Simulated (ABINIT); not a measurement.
# Beyond one shot: YVO4 (I4_1/amd), part 3 of 3

How far does self-consistency move the gap of YVO4 (I4_1/amd)?

ABINIT 10.8.3; LDA and many-body steps on it, plane waves. Known limits of the many-body steps: not at the basis limit; no spin polarisation; d states lean on the start; no spin-orbit coupling; coarse k mesh.

So far. Step 10 (evGW, cycle 1): Against G0W0 in ABINIT (2×2×2 mesh, 134 bands, screening to 89.8 eV, Godby-Needs plasmon pole), the gap moves by +0.931 eV. Step 13 (evGW, cycle 2): Against the cycle before, the gap moves by +0.067 eV.

**15. Screening, 2×2×2 mesh, 134 bands, screening to 89.8 eV**

This step: RPA screening on LDA from quasiparticle energies, plane waves, norm-conserving pseudopotentials.

Contents of run.abi:

```
acell 3*1.0 Angstrom
rprim 
  -3.559150000000 3.559150000000 3.144650000000
  3.559150000000 -3.559150000000 3.144650000000
  3.559150000000 3.559150000000 -3.144650000000
ntypat 3
znucl 39 23 8
natom 12
typat 1 1 2 2 3 3 3 3 3 3 3 3
xred 
  0.750000000000 0.250000000000 0.500000000000
  0.000000000000 0.000000000000 0.000000000000
  0.500000000000 0.500000000000 0.000000000000
  0.250000000000 0.750000000000 0.500000000000
  0.510000000000 0.325800000000 0.184200000000
  0.075800000000 0.391600000000 0.315800000000
  0.141600000000 0.325800000000 0.815800000000
  0.075800000000 0.760000000000 0.684200000000
  0.240000000000 0.924200000000 0.315800000000
  0.674200000000 0.490000000000 0.815800000000
  0.608400000000 0.924200000000 0.684200000000
  0.674200000000 0.858400000000 0.184200000000
pp_dirpath "pseudos"
pseudos "Y.upf, V.upf, O.upf"
ecut 38
ngkpt 2 2 2
nshiftk 1
shiftk 0 0 0
kptopt 1
chksymbreak 0
istwfk *1
occopt 1
irdwfk 1
optdriver 3
nband 134
ecuteps 3.3
inclvkb 2
awtr 1
symchi 1
irdqps 1
gwcalctyp 10
nqptdm 3
qptdm 
  0.5000000000 0.0000000000 0.0000000000
  0.5000000000 0.5000000000 0.0000000000
  0.5000000000 0.5000000000 0.5000000000
indata_prefix "in"
outdata_prefix "out"
tmpdata_prefix "tmp"
```

Contents of mrgscr.stdin:

```
2
merged
q0_SCR
out_SCR
1
```

The run is started by

```console
OMP_NUM_THREADS=1 mpirun -n 4 abinit run.abi > log; mrgscr < mrgscr.stdin
```

Numbers of over 12 decimals in the logs are rounded to 6 here.

The program printed:

```text
.Version 10.8.3 of ABINIT. v10.8.2 released Aug 2026.

 Symmetries : space group I4_1/a m d (#141); Bravais tI (body-center tetrag.)
[... echo of the input left out ...]
== DATASET  1 ==================================================================
-   mpi_nproc: 4, omp_nthreads: 1 (-1 if OMP is not activated)

--- !DatasetInfo
iteration_state: {dtset: 1, }
dimensions: {natom: 12, nkpt: 4, mband: 134, nsppol: 1, nspinor: 1, nspden: 1, mpw: 12033, }
cutoff_energies: {ecut:  38.0, pawecutdg:  -1.0, }
[...]
q-point number  1        q = ( 0.500000, 0.000000, 0.000000) [r.l.u.]
--------------------------------------------------------------------------------
[... chi0 elements left out ...]
  Average fulfillment of the sum rule on Im[epsilon] for q-point    2 :     50.10  [%]

--------------------------------------------------------------------------------
  q-point number  2        q = ( 0.500000, 0.500000, 0.000000) [r.l.u.]
--------------------------------------------------------------------------------
[... chi0 elements left out ...]
  Average fulfillment of the sum rule on Im[epsilon] for q-point    3 :     50.82  [%]

 [... 1 further q-points ...]
```

It took 19 s on 4 MPI ranks of Arm Neoverse V1, shared host; peak memory 1.4 GiB.

This step gave:

```
plasma frequency                    : 28.82 eV
plane waves in the screening matrix : 297
```

This screening reads the quasiparticle levels of the cycle before.

**16. evGW, cycle 3**

This step: evGW on LDA, plane waves, norm-conserving pseudopotentials.

Edit run.abi of step 15 so:

```diff
@@ -33,12 +33,10 @@
 irdwfk 1
-optdriver 3
+optdriver 4
 nband 134
-ecuteps 3.3
-inclvkb 2
-awtr 1
-symchi 1
-irdqps 1
 gwcalctyp 10
-nqptdm 3
-qptdm 
+ecutsigx 38
+symsigma 1
+nkptgw 4
+kptgw 
+  0.0000000000 0.0000000000 0.0000000000
   0.5000000000 0.0000000000 0.0000000000
@@ -46,2 +44,11 @@
   0.5000000000 0.5000000000 0.5000000000
+bdgw 
+  25 60
+  25 60
+  25 60
+  25 60
+ecuteps 3.3
+irdscr 1
+ppmodel 1
+irdqps 1
 indata_prefix "in"
```

The run is started by

```console
OMP_NUM_THREADS=1 mpirun -n 4 abinit run.abi > log
```

The program printed:

```text
.Version 10.8.3 of ABINIT. v10.8.2 released Aug 2026.

 Symmetries : space group I4_1/a m d (#141); Bravais tI (body-center tetrag.)
[... echo of the input left out ...]
== DATASET  1 ==================================================================
-   mpi_nproc: 4, omp_nthreads: 1 (-1 if OMP is not activated)

--- !DatasetInfo
iteration_state: {dtset: 1, }
dimensions: {natom: 12, nkpt: 4, mband: 134, nsppol: 1, nspinor: 1, nspden: 1, mpw: 12033, }
cutoff_energies: {ecut:  38.0, pawecutdg:  -1.0, }
[...]
.  kptgw no:  2; Maximum DeltaE = (  -0.004  -0.000) for band index:  1
.  kptgw no:  3; Maximum DeltaE = (  -0.004   0.000) for band index:  3
.  kptgw no:  4; Maximum DeltaE = (   0.003   0.000) for band index: 13

== END DATASET(S) ==============================================================
================================================================================

 -outvars: echo values of variables after computation  --------
           etotal      0.0000000000E+00
            nband         134
             nkpt           4
          spgroup         141
 [... the other variables as echoed above ...]

 Calculation completed.
```

It took 2.3 min on 4 MPI ranks; peak memory 3.5 GiB; 9.3 min of CPU time.

Numbers from this step:

```
quasiparticle gap on the mesh                         : 6.244 eV
gap of the density functional on the mesh             : 2.875 eV
k of the valence top                                  : 0, 0, 0
k of the conduction bottom                            : 0, 0, 0
least direct quasiparticle gap on the computed points : 6.244 eV
```

Against the cycle before, the gap moves by +0.007 eV.

**17. Side by side**

Times are wall times on 4 MPI ranks of Arm Neoverse V1, shared host, good to a factor of about two. A run's time includes the screening step that it read.

```tsv
run	mesh	bands	screening cutoff (eV)	DFT gap (eV)	gap on the mesh (eV)	direct (eV)	ε∞ used	time
G0W0	2×2×2	134	89.8	2.875	5.239	5.239	4.08	1.7 min
evGW0, cycle 1	2×2×2	134	89.8	2.875	5.836	5.836	4.08	3.8 min
evGW0, cycle 2	2×2×2	134	89.8	2.875	5.644	5.644	4.08	3.9 min
evGW0, cycle 3	2×2×2	134	89.8	2.875	5.648	5.648	4.08	3.8 min
evGW, cycle 1	2×2×2	134	89.8	2.875	6.170	6.170	3.32	4 min
evGW, cycle 2	2×2×2	134	89.8	2.875	6.237	6.237	3.22	4 min
evGW, cycle 3	2×2×2	134	89.8	2.875	6.244	6.244	3.21	3.9 min
```

**18. What came out**

| Quantity | Value |
| --- | --- |
| G0W0 | 5.239 eV |
| evGW0, cycle 1 | 5.836 eV |
| evGW0, cycle 2 | 5.644 eV |
| evGW0, cycle 3 | 5.648 eV |
| evGW, cycle 1 | 6.170 eV |
| evGW, cycle 2 | 6.237 eV |
| evGW, cycle 3 | 6.244 eV |
| known limits | not at the basis limit; no spin polarisation; d states lean on the start; no spin-orbit coupling; coarse k mesh |

In words: Only the bands that the input lists are updated; the others, empty or deep, keep the functional's energies or take a rigid shift. The evGW loop starts from the last levels of evGW0, so its cycles and time come on top of those. evGW0 ends at 5.65 eV, +0.41 eV from G0W0, after 3 cycles that took 6.8 min beside the first screening; the last moved the gap by 0.004 eV. evGW ends at 6.24 eV, +1.01 eV from G0W0, after 3 cycles that took 12 min beside the first screening; the last moved the gap by 0.007 eV. The first cycle of evGW0 takes the full correction, without the factor Z, so it overshoots the one-shot value. Bands and cutoff are finite, so the gap is not at the basis limit. The miss can reach some tenths of an eV and take either sign; the mesh is an error of its own. The 2×2×2 mesh is coarse for this cell, which bears on the long-range parts of exchange and screening. In the updated screening the q = 0 part is built from Kohn-Sham bands under a rigid shift, the other q from the quasiparticle levels. The runs have no spin polarisation. For a closed low-spin shell that is the natural state; where a d or f shell is open it is a constraint, and the gap is then not the crystal's own. With d states at the gap, one-shot GW leans hard on its start. The many-body steps are scalar-relativistic: spin-orbit coupling is not in them.

[Paths, hosts, dates, memory and timing lines, banners, echoed tables and standing remarks are left out of the program output.]

[Logs are printed without paths, hosts, clocks, repeated set-up lines and the standing remarks that a program may print on its own settings, such as how far it seeks lower states.]

[Runs of the session that timed out or met a known fault of the program may be left out.]

[Hosts, paths, dates, database ids (printed as entryN), source tags and the programs' standing remarks are cut or masked in the printed files.]

[G0W0 gaps are taken among the corrected bands and points alone; a level outside them can change the order at an edge.]

[Where Ansatz stands beside ABINIT at settings called matched, ABINIT's density can come from a denser mesh and the files from another edition; pairs whose starting gaps differed by over 0.03 eV were left out, so agreement reads better than it is.]
